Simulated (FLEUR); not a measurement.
**VCo: parallel and opposed starts**

Does VCo prefer parallel or opposed moments?

Method: PBEsol; all-electron FLAPW, Dirac cores, scalar-relativistic bands, in FLEUR MaX-R8.1.

### Step 1. Set-up

The structure is cubic, space group Pm-3m (No. 221). The conventional cell has a = 2.890 Å, b = 2.890 Å, c = 2.890 Å, α = 90.00°, β = 90.00°, γ = 90.00°. V has 8 Co at 2.50 Å nearest. Nearest to Co lie 8 V at 2.50 Å. Farther neighbours are not listed.

The cell comes from a database of computed structures and need not be the stable phase.

### Step 2. Order 1, typed as ferro +

The parallel start comes first: it shows whether parallel moments hold.

inpgen writes inp.xml from crystal.txt; cutoffs, mixing, functional, smearing and local orbitals are then set in the file. The k list default-1 (kpts.xml, not shown) is a Γ-centred 10×10×10 mesh; where the ranks do not divide the number of points, some are split in two of half the weight.

Input file inp.xml:

```
<?xml version="1.0" encoding="UTF-8" standalone="no"?>
<fleurInput fleurInputVersion="0.39">
   <comment>
      VCo
   </comment>
   <calculationSetup>
      <cutoffs Kmax="3.6" Gmax="10.8" GmaxXC="10.8" numbands="0"/>
      <scfLoop itmax="90" minDistance="0.00002" maxIterBroyd="15" imix="Anderson" alpha="0.05" precondParam="0.0" spinf="2.0" sdNocoIR="T"/>
      <coreElectrons ctail="T" frcor="F" kcrel="0" coretail_lmax="0"/>
      <xcFunctional name="PBEs" relativisticCorrections="F"/>
      <magnetism jspins="2"/>
      <soc l_soc="F" theta="0.0" phi="0.0" spav="F"/>
      <expertModes spex="0" secvar="F"/>
      <geometryOptimization l_f="F" forcealpha="1.0" forcemix="BFGS" epsdisp="0.00001" epsforce="0.00001"/>
      <ldaU l_linMix="F" mixParam="0.05" spinf="1.0"/>
   </calculationSetup>
   <cell>
      <bzIntegration valenceElectrons="30.0" mode="hist" fermiSmearingEnergy="0.00183747">
         <kPointListSelection listName="default-1"/>
         <xi:include xmlns:xi="http://www.w3.org/2001/XInclude" href="kpts.xml"> </xi:include>
      </bzIntegration>
      <xi:include xmlns:xi="http://www.w3.org/2001/XInclude" href="sym.xml"> </xi:include>
      <bulkLattice scale="1.0">
         <bravaisMatrix>
            <row-1>    5.4621167926492742     0.0000000000000000     0.0000000000000000</row-1>
            <row-2>    0.0000000000000000     5.4621167926492742     0.0000000000000000</row-2>
            <row-3>    0.0000000000000000     0.0000000000000000     5.4621167926492742</row-3>
         </bravaisMatrix>
      </bulkLattice>
   </cell>
   <atomSpecies>
      <species name="Vanadium (V)" element="V" atomicNumber="23">
         <mtSphere radius="2.31" gridPoints="763" logIncrement="0.016"/>
         <atomicCutoffs lmax="8" lnonsphr="6"/>
         <electronConfig flipSpins="F">
            <coreConfig>(1s1/2) (2s1/2) (2p1/2) (2p3/2)</coreConfig>
            <valenceConfig>(3s1/2) (3p1/2) (3p3/2) (4s1/2) (3d3/2) (3d5/2)</valenceConfig>
            <stateOccupation state="(3d3/2)" spinUp="0.600000" spinDown="0.600000"/>
            <stateOccupation state="(3d5/2)" spinUp="0.900000" spinDown="0.900000"/>
         </electronConfig>
         <energyParameters s="4" p="4" d="3" f="4"/>
         <lo type="SCLO" l="0" n="3" eDeriv="0"/>
         <lo type="SCLO" l="1" n="3" eDeriv="0"/>
      </species>
      <species name="Cobalt (Co2.000" element="Co" atomicNumber="27">
         <mtSphere radius="2.31" gridPoints="763" logIncrement="0.016"/>
         <atomicCutoffs lmax="8" lnonsphr="6"/>
         <electronConfig flipSpins="F">
            <coreConfig>(1s1/2) (2s1/2) (2p1/2) (2p3/2)</coreConfig>
            <valenceConfig>(3s1/2) (3p1/2) (3p3/2) (4s1/2) (3d3/2) (3d5/2)</valenceConfig>
            <stateOccupation state="(3d3/2)" spinUp="1.5" spinDown="1.3"/>
            <stateOccupation state="(3d5/2)" spinUp="3.0" spinDown="1.2"/>
         </electronConfig>
         <energyParameters s="4" p="4" d="3" f="4"/>
         <lo type="SCLO" l="0" n="3" eDeriv="0"/>
         <lo type="SCLO" l="1" n="3" eDeriv="0"/>
      </species>
   </atomSpecies>
   <atomGroups>
      <atomGroup species="Vanadium (V)">
         <relPos label="                   1">.0000000000 .0000000000 .0000000000</relPos>
         <force calculate="T" relaxXYZ="TTT"/>
      </atomGroup>
      <atomGroup species="Cobalt (Co2.000">
         <relPos label="                   2">1.000/2.000 1.000/2.000 1.000/2.000</relPos>
         <force calculate="T" relaxXYZ="TTT"/>
      </atomGroup>
   </atomGroups>
   <output dos="F" band="F" slice="F">
      <bandDOS minEnergy="-.5*Htr" maxEnergy="0.5*Htr" sigma="0.015" storeEVData="T"/>
      <plotting iplot="0" polar="F">
         <plot TwoD="T" vec1="  1.0  0.0  0.0" vec2="  0.0  1.0  0.0" vec3="  0.0  0.0  1.0" zero="  0.0  0.0  0.0" file="plot"/>
      </plotting>
      <moessbauerParams electricFieldGradient="F" isomerShift="F" coreHyperfine="F" valenceHyperfine="F"/>
   </output>
</fleurInput>
```

Input file crystal.txt:

```
VCo
&input film=F cartesian=F /
2.89042773000  0.00000000000  0.00000000000
0.00000000000  2.89042773000  0.00000000000
0.00000000000  0.00000000000  2.89042773000
1.8897261246
1.0 1.0 1.0

2
23 0.00000000000  0.00000000000  0.00000000000
27 0.50000000000  0.50000000000  0.50000000000 : 2.000

&kpt div1=10 div2=10 div3=10 gamma=T /
```

Run with:

```console
> OMP_NUM_THREADS=1 inpgen -f crystal.txt > inpgen.log  # inp.xml is then edited as shown
> OMP_NUM_THREADS=1 mpirun -n 4 fleur_MPI > fleur.log
```

The program printed:

```text
Welcome to FLEUR        (www.flapw.de)
      MaX-Release 8.1          (www.max-centre.eu)

 ========== k-point set info ==========
 Selected k-point list: default-1
 k-point list type: mesh
 10 x 10 x 10
 Number of k points: 56

 ------------Calculation Setup---------------------------
 Number of MPI-tasks      :            4
 Number of PE/node        :            4
 Number of OMP-threads    :            1
 k-points in parallel     :            4
 pe's per k-point         :            1
 No of k-point loops      :           14
 Eigenvalue solver        :       lapack
 Number of basis functions:          152
 Approximate size of matrices (H+S) per k-point:         0.000 GB
 --------------------------------------------------------
 Iteration:     1   Distance:      24.41427986 me/bohr^3
 Iteration:     2   Distance:      17.27759069 me/bohr^3
 Iteration:     3   Distance:      15.99112812 me/bohr^3
 Iteration:     4   Distance:      10.77442947 me/bohr^3
 Iteration:     5   Distance:      10.53457818 me/bohr^3
 Iteration:     6   Distance:       2.78069060 me/bohr^3
 Iteration:     7   Distance:       2.91762769 me/bohr^3
 Iteration:     8   Distance:       1.90181626 me/bohr^3
 Iteration:     9   Distance:       2.38668995 me/bohr^3
 Iteration:    10   Distance:       1.55112372 me/bohr^3
 Iteration:    11   Distance:       0.54513331 me/bohr^3
 Iteration:    12   Distance:       0.46517334 me/bohr^3
 Iteration:    13   Distance:       0.18286813 me/bohr^3
 Iteration:    14   Distance:       0.14237763 me/bohr^3
 Iteration:    15   Distance:       0.07379189 me/bohr^3
 Iteration:    16   Distance:       0.07371160 me/bohr^3
 Iteration:    17   Distance:       0.07164806 me/bohr^3
 Iteration:    18   Distance:       0.03975784 me/bohr^3
 Iteration:    19   Distance:       0.02190419 me/bohr^3
 Iteration:    20   Distance:       0.00564363 me/bohr^3
 Iteration:    21   Distance:       0.00659192 me/bohr^3
 Iteration:    22   Distance:       0.00148366 me/bohr^3
 Iteration:    23   Distance:       0.00234461 me/bohr^3
 Iteration:    24   Distance:       0.00093417 me/bohr^3
 Iteration:    25   Distance:       0.00004540 me/bohr^3
 Iteration:    26   Distance:       0.00004061 me/bohr^3
 Iteration:    27   Distance:       0.00000770 me/bohr^3

 ********************************************************************
 Run finished successfully
 Stop message:
   all done
 ********************************************************************

--- out.xml (last complete iteration) ---
<iteration numberForCurrentRun="   27" overallNumber="   27">
         <energyParameters units="Htr">
            <atomicEP atomType="1" spin="1" branch="4s" branchLowest="-1.96" branchHighest="2.32" value="0.2172213142"/>
            <atomicEP atomType="1" spin="1" branch="4p" branchLowest="-0.97" branchHighest="2.85" value="0.3314112510"/>
            <atomicEP atomType="1" spin="1" branch="3d" branchLowest="-9.99" branchHighest="0.59" value="0.3453429879"/>
            <atomicEP atomType="1" spin="1" branch="4f" branchLowest="-9.99" branchHighest="3.36" value="0.6227542567"/>
            <loAtomicEP atomType="1" spin="1" branch="3s" branchLowest="-21.53" branchHighest="-1.96" value="-1.9830952641"/>
            <loAtomicEP atomType="1" spin="1" branch="3p" branchLowest="-17.88" branchHighest="-0.97" value="-1.0259578475"/>
            <atomicEP atomType="2" spin="1" branch="4s" branchLowest="-3.13" branchHighest="1.76" value="0.2136269181"/>
            <atomicEP atomType="2" spin="1" branch="4p" branchLowest="-1.77" branchHighest="2.34" value="0.3501917881"/>
            <atomicEP atomType="2" spin="1" branch="3d" branchLowest="-9.99" branchHighest="0.41" value="0.2911516228"/>
            <atomicEP atomType="2" spin="1" branch="4f" branchLowest="-9.99" branchHighest="3.56" value="0.6672121260"/>
            <loAtomicEP atomType="2" spin="1" branch="3s" branchLowest="-32.37" branchHighest="-3.13" value="-3.1320458526"/>
            <loAtomicEP atomType="2" spin="1" branch="3p" branchLowest="-27.63" branchHighest="-1.77" value="-1.7878293732"/>
            <atomicEP atomType="1" spin="2" branch="4s" branchLowest="-1.93" branchHighest="2.35" value="0.2254988655"/>
            <atomicEP atomType="1" spin="2" branch="4p" branchLowest="-0.95" branchHighest="2.87" value="0.3388927807"/>
            <atomicEP atomType="1" spin="2" branch="3d" branchLowest="-9.99" branchHighest="0.61" value="0.3617517266"/>
            <atomicEP atomType="1" spin="2" branch="4f" branchLowest="-9.99" branchHighest="3.38" value="0.6295329948"/>
            <loAtomicEP atomType="1" spin="2" branch="3s" branchLowest="-21.52" branchHighest="-1.93" value="-1.9596571827"/>
            <loAtomicEP atomType="1" spin="2" branch="3p" branchLowest="-17.88" branchHighest="-0.95" value="-1.0028301145"/>
            <atomicEP atomType="2" spin="2" branch="4s" branchLowest="-3.07" branchHighest="1.79" value="0.2154852587"/>
            <atomicEP atomType="2" spin="2" branch="4p" branchLowest="-1.72" branchHighest="2.37" value="0.3495059847"/>
            <atomicEP atomType="2" spin="2" branch="3d" branchLowest="-9.99" branchHighest="0.46" value="0.3297529268"/>
            <atomicEP atomType="2" spin="2" branch="4f" branchLowest="-9.99" branchHighest="3.59" value="0.6646963607"/>
            <loAtomicEP atomType="2" spin="2" branch="3s" branchLowest="-32.34" branchHighest="-3.07" value="-3.0786439209"/>
            <loAtomicEP atomType="2" spin="2" branch="3p" branchLowest="-27.61" branchHighest="-1.72" value="-1.7358038326"/>
         </energyParameters>
         <bandgap value="0.0014223961" units="eV"/>
         <sumValenceSingleParticleEnergies value="-22.7346958649" units="Htr"/>
         <FermiEnergy value="0.3850019405" units="Htr"/>
         <valenceDensity>
            <mtCharges spin="1">
               <mtCharge atomType="1" total="6.0388412" s="1.1427636" p="3.1288548" d="1.7486298" f="0.0143276"/>
               <mtCharge atomType="2" total="8.7163588" s="1.2566275" p="3.2299471" d="4.2135742" f="0.0123245"/>
            </mtCharges>
            <mtCharges spin="2">
               <mtCharge atomType="1" total="5.4207176" s="1.1432641" p="3.1318405" d="1.1282025" f="0.0142049"/>
               <mtCharge atomType="2" total="7.4707641" s="1.2355850" p="3.2208136" d="3.0027910" f="0.0089849"/>
            </mtCharges>
            <spinDependentCharge spin="1" total="15.9452751" interstitial="1.1900751" mtSpheres="14.7552000"/>
            <spinDependentCharge spin="2" total="14.0547249" interstitial="1.1632432" mtSpheres="12.8914817"/>
            <totalCharge value="30.0000000000"/>
         </valenceDensity>
         <coreStates atomType="     1" atomicNumber=" 23" spin="1" kinEnergy="    437.2149087795" eigValSum="   -271.4637630953" lostElectrons=" 0.000000">
            <state n="1" l="0" j="0.5" energy="-196.2806518138" weight="1.0000000000"/>
            <state n="2" l="0" j="0.5" energy="-21.5283657321" weight="1.0000000000"/>
            <state n="2" l="1" j="0.5" energy="-18.0584500828" weight="1.0000000000"/>
            <state n="2" l="1" j="1.5" energy="-17.7981477333" weight="2.0000000000"/>
         </coreStates>
         <coreStates atomType="     1" atomicNumber=" 23" spin="2" kinEnergy="    437.3116138753" eigValSum="   -271.4359410212" lostElectrons=" 0.000000">
            <state n="1" l="0" j="0.5" energy="-196.2808118578" weight="1.0000000000"/>
            <state n="2" l="0" j="0.5" energy="-21.5198817872" weight="1.0000000000"/>
            <state n="2" l="1" j="0.5" energy="-18.0520552781" weight="1.0000000000"/>
            <state n="2" l="1" j="1.5" energy="-17.7915960490" weight="2.0000000000"/>
         </coreStates>
         <coreStates atomType="     2" atomicNumber=" 27" spin="1" kinEnergy="    624.0255151248" eigValSum="   -393.3464784129" lostElectrons=" 0.000000">
            <state n="1" l="0" j="0.5" energy="-278.0613826542" weight="1.0000000000"/>
            <state n="2" l="0" j="0.5" energy="-32.3668250026" weight="1.0000000000"/>
            <state n="2" l="1" j="0.5" energy="-28.0018497139" weight="1.0000000000"/>
            <state n="2" l="1" j="1.5" energy="-27.4582105211" weight="2.0000000000"/>
         </coreStates>
         <coreStates atomType="     2" atomicNumber=" 27" spin="2" kinEnergy="    624.2841674485" eigValSum="   -393.2598674524" lostElectrons=" 0.000000">
            <state n="1" l="0" j="0.5" energy="-278.0612136222" weight="1.0000000000"/>
            <state n="2" l="0" j="0.5" energy="-32.3404653281" weight="1.0000000000"/>
            <state n="2" l="1" j="0.5" energy="-27.9822230405" weight="1.0000000000"/>
            <state n="2" l="1" j="1.5" energy="-27.4379827308" weight="2.0000000000"/>
         </coreStates>
         <allElectronCharges>
            <spinDependentCharge spin="1" total="25.9452751" interstitial="1.1900751" mtSpheres="24.7552000"/>
            <spinDependentCharge spin="2" total="24.0547249" interstitial="1.1632432" mtSpheres="22.8914817"/>
            <totalCharge value="49.9999999998"/>
         </allElectronCharges>
         <magneticMomentsInMTSpheres units="muBohr">
            <globalMagMoment atomType="1" vec="0.00000   0.00000   0.61812"/>
            <localMagMoment atomType="1" vec="0.00000   0.00000   0.61812"/>
            <globalMagMoment atomType="2" vec="0.00000   0.00000   1.24559"/>
            <localMagMoment atomType="2" vec="0.00000   0.00000   1.24559"/>
         </magneticMomentsInMTSpheres>
         <moessbauerParams unitsHFF="kG" unitsIS="e/bohr^3" unitsEFG="Htr/bohr^2">
         </moessbauerParams>
         <totalEnergy value="    -2340.5872672180" units="Htr">
            <sumOfEigenvalues value="    -1352.2407458466">
               <coreElectrons value="-1329.5060499817"/>
               <valenceElectrons value="-22.7346958649"/>
            </sumOfEigenvalues>
            <densityCoulombPotentialIntegral value="-3588.4608887691"/>
            <densityEffectivePotentialIntegral value="-3723.1314424233"/>
            <chargeDenXCDenIntegral value="-102.8476024908"/>
            <FockExchangeEnergyValence value="0.0000000000"/>
            <FockExchangeEnergyCore value="0.0000000000"/>
            <atomTypeDependentContributions atomType="1">
               <electronNucleiInteractionDifferentMTs value="1125.1014506583"/>
               <MadelungTerm value="-11.2649271822"/>
            </atomTypeDependentContributions>
            <atomTypeDependentContributions atomType="2">
               <electronNucleiInteractionDifferentMTs value="1668.4349567409"/>
               <MadelungTerm value="-9.5985823381"/>
            </atomTypeDependentContributions>
            <tkbTimesEntropy value="0.0006709839"/>
            <freeEnergy value="-2340.5879382019"/>
            <extrapolationTo0K value="-2340.5876027100"/>
         </totalEnergy>
         <densityConvergence units="me/bohr^3">
            <chargeDensity spin="1" distance="0.0000060211"/>
            <chargeDensity spin="2" distance="0.0000019657"/>
            <overallChargeDensity distance="0.0000045701"/>
            <spinDensity distance="0.0000077039"/>
         </densityConvergence>
      </iteration>
```

Elapsed: 12 s, on 4 MPI ranks of Intel Xeon Platinum 8488C (Sapphire Rapids), shared host; peak memory 0.23 GiB; 49 s of CPU time.

Numbers from this step:

```
free energy                                                       : -63690.6424 eV
program's band gap on this mesh (in a metal only a level spacing) : 0.001422 eV
magnetization                                                     : 1.891 μB
final state                                                       : ferromagnetic
largest moment                                                    : 1.246 μB
```

After 27 cycles the largest moment stands at 1.25 μB.

[end of part 1 of 3]

[Logs and program files are shortened in this print: banners, set-up blocks, solver, clock and traceback lines can be left out without a mark of their own.]

[Logs are printed without paths, hosts, clocks, repeated set-up lines and the standing remarks that a program may print on its own settings, such as how far it seeks lower states.]

[Hosts, paths, dates, database ids (printed as entryN), source tags and the programs' standing remarks are cut or masked in the printed files.]

[Where a cell is said to come from a database of computed structures, the database is the Materials Project.]
